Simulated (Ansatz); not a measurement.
Consider SrHgGeSe4 (Ama2).

It takes space group Ama2 (No. 40, orthorhombic). Conventional cell: a = 10.838 Å, b = 10.746 Å, c = 6.638 Å, α = 90.00°, β = 90.00°, γ = 90.00°. Sr has 8 Se at 3.15 to 3.28 Å nearest. Nearest to Ge lie 4 Se at 2.35 to 2.42 Å. Nearest to Hg lie 4 Se at 2.57 to 2.83 Å. Nearest to Se lie 1 Ge at 2.39 Å and 1 Hg at 2.74 Å and 2 Sr at 3.28 Å. Se has 1 Ge at 2.42 Å and 1 Hg at 2.57 Å and 2 Sr at 3.15 Å nearest. Nearest to Se lie 1 Ge at 2.35 Å and 1 Hg at 2.83 Å and 2 Sr at 3.18 Å. Farther neighbours and most contacts between anions are not listed.

```xyz
14
Lattice="10.8375 0.0000 0.0000 0.0000 5.3728 3.3188 0.0000 -5.3728 3.3188" Properties=species:S:1:pos:R:3 pbc="T T T"
Sr    0.0000    0.0000    1.6995
Sr    5.4187    0.0000    1.6995
Ge    2.7094    2.3490    4.8998
Ge    8.1281   -2.3490    4.8998
Hg    2.7094   -1.7599    4.5923
Hg    8.1281    1.7599    4.5923
Se    0.7917   -2.9065    3.0088
Se   10.0458    2.9065    3.0088
Se    4.6270   -2.9065    3.0088
Se    6.2105    2.9065    3.0088
Se    2.7094    4.4524    3.7074
Se    8.1281   -4.4524    3.7074
Se    2.7094    0.7106    3.2128
Se    8.1281   -0.7106    3.2128
```

Geometry: measured cell, ions relaxed with PBE. The runs that relaxed it are not among those shown. Spin-orbit coupling is left out unless a run names it.

Gaps computed with Ansatz 0.2.0 without a self-energy: LDA 0.97 eV, PBE 1.10 eV, PBE+SOC 1.07 eV, r2SCAN 1.39 eV, HSE06 1.90 eV and DDH-PBE0 1.81 eV. The mean ε∞ by PBE perturbation theory is 8.03.

**Question.** Estimate the G0W0@PBE gap with 2×2×2 mesh, 877 empty bands, screening to 100 eV, PAW set soft_1 files.

About 1.92 eV: on its mesh the run moves the gap from 1.12 eV by +0.79 eV. Among the scalar-relativistic levels given, HSE06 is nearest (−0.02 eV). One-shot corrections scale roughly with one over ε∞, here 0.12. Bands and cutoff are finite, so the gap is not at the basis limit. The miss can reach some tenths of an eV and take either sign; the mesh is an error of its own. The 2×2×2 mesh is coarse for this cell (its supercell is 13 Å along the shortest edge). The RPA ε∞ on it, from the PBE start, is 6.67, 7.54 and 10.44; such meshes misread the long-range screening, most where the gap is narrow. The many-body steps are scalar-relativistic: spin-orbit coupling is not in them.

[Paths, hosts, dates, memory and timing lines, banners, echoed tables and standing remarks are left out of the program output.]

[Logs are printed without paths, hosts, clocks, repeated set-up lines and the standing remarks that a program may print on its own settings, such as how far it seeks lower states.]

[Runs of the session that timed out or met a known fault of the program may be left out.]

[Cells called generated may have been cut or substituted from an entry of the Crystallography Open Database or the Materials Project.]

[Hosts, paths, dates, database ids (printed as entryN), source tags and the programs' standing remarks are cut or masked in the printed files.]
